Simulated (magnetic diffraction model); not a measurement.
**Solving a magnetic structure from powder neutron data: NaCrI5**

Space group Pmc2_1 (no. 26), a = 7.7360 Å, b = 10.5610 Å, c = 13.5560 Å.

| site | atom | x | y | z |
| --- | --- | --- | --- | --- |
| 4c | I | 0.7260 | 0.5365 | 0.9172 |
| 2b | I | 1/2 | 0.7548 | 0.4536 |
| 2a | I | 0 | 0.1480 | 0.9196 |
| 4c | I | 0.2531 | 0.2912 | 0.7384 |
| 2a | I | 0 | 0.1589 | 0.5658 |
| 2b | I | 1/2 | 0.4426 | 0.1912 |
| 4c | I | 0.7722 | 0.0490 | 0.2376 |
| 2a | Cr | 0 | 0.1196 | 0.7400 |
| 2b | Cr | 1/2 | 0.4296 | 0.8365 |
| 2a | Na | 0 | 0.6161 | 0.6358 |
| 2b | Na | 1/2 | 0.1222 | 0.4891 |

The compound is invented for this exercise: a known structure type with other elements, its cell scaled to their sizes and not relaxed.

Only Cr is taken to order (form factors of Cr4+); orders and moment sizes are assumed, and not adapted to the symmetry. Radiation: neutrons of λ = 4.2 Å, 3° to 60°; isotropic B of 0.66 Å² (I), 0.77 Å² (Cr) and 0.77 Å² (Na). Simulated constant-wavelength pattern: nuclear and magnetic terms add, the magnetic one as |2.695 fm × Σ f S⊥ exp(2πi Q·r) exp(−B s²)|², summed over all Q at one angle with the factor 1/(sin²θ cos θ). For collinear order S is the moment m, which repeats by lattice and centring translations R with the sign exp(−2πi k·R). Free-ion form factors, Sears's scattering lengths of 1992, no absorption; a label names one of the reflections at its angle. The strongest nuclear line in the range is 100, and lines under 0.2 are left out.

Above the ordering temperature:

```
2θ (°)    index      I
 22.94  (0 1 0)    3.5
 29.20  (0 1 1)  100.0
 36.10  (0 0 2)   37.7
 39.33  (1 1 0)   90.3
 43.20  (0 1 2)   18.2
 43.49  (1 1 1)   11.8
 46.87  (0 2 0)    7.8
 48.65  (1 0 2)   20.9
 50.53  (0 2 1)    5.5
 54.44  (1 1 2)   30.6
 57.57  (1 2 0)    4.0
```

Below it (cell unchanged):

```csv
2θ (°),I
22.94,3.5
29.20,107.8
36.10,53.8
39.33,107.8
43.20,23.4
43.49,13.7
46.87,7.8
48.65,29.4
50.53,5.7
54.44,45.8
57.57,4.5
```

**Question.** Find the propagation vector, then choose among these models:
A. collinear moments along [010], 1.89 μB on Cr; signs + at (0, 0.1196, 0.7400), + at (1/2, 0.4296, 0.8365), − at (1/2, 0.5704, 0.3365), − at (0, 0.8804, 0.2400)
B. collinear moments along [010], 1.89 μB on Cr; signs + at (0, 0.1196, 0.7400), + at (1/2, 0.4296, 0.8365), + at (1/2, 0.5704, 0.3365), + at (0, 0.8804, 0.2400)
C. collinear moments along [100], 1.89 μB on Cr; signs + at (0, 0.1196, 0.7400), + at (1/2, 0.4296, 0.8365), − at (1/2, 0.5704, 0.3365), − at (0, 0.8804, 0.2400)
D. collinear moments along [100], 1.89 μB on Cr; signs + at (0, 0.1196, 0.7400), + at (1/2, 0.4296, 0.8365), + at (1/2, 0.5704, 0.3365), + at (0, 0.8804, 0.2400)

No line moves, and magnetic intensity falls on nuclear lines such as the one at 39.33°, so the magnetic cell equals the chemical primitive cell: k = 0.

Magnetic intensity, observed (below minus above) and for each model:

| 2θ (°) | index | observed | A | B | C | D |
| --- | --- | --- | --- | --- | --- | --- |
| 17.82 | (0 0 1) | <0.2 | 90.8 | <0.2 | 90.8 | <0.2 |
| 22.94 | (0 1 0) | <0.2 | <0.2 | <0.2 | 18.5 | 0.5 |
| 29.20 | (0 1 1) | 7.8 | 1.8 | 7.8 | 4.9 | 20.8 |
| 36.10 | (0 0 2) | 16.1 | <0.2 | 16.1 | <0.2 | 16.1 |
| 39.33 | (1 1 0) | 17.4 | 0.4 | 17.4 | 0.2 | 9.4 |
| 43.49 | (1 1 1) | 2.0 | 28.4 | 2.0 | 18.4 | 1.3 |
| 54.44 | (1 1 2) | 15.2 | 3.7 | 15.2 | 3.0 | 12.2 |
| 57.57 | (1 2 0) | 0.5 | 4.6 | 0.5 | 9.9 | 1.0 |

Model B matches.

The absence at (0 0 1) is telling: the sublattices cancel there.

The structure used: k = (0 0 0), collinear moments along [010], 1.89 μB on Cr; signs + at (0, 0.1196, 0.7400), + at (1/2, 0.4296, 0.8365), + at (1/2, 0.5704, 0.3365), + at (0, 0.8804, 0.2400).

[Logs are printed without paths, hosts, clocks, repeated set-up lines and the standing remarks that a program may print on its own settings, such as how far it seeks lower states.]
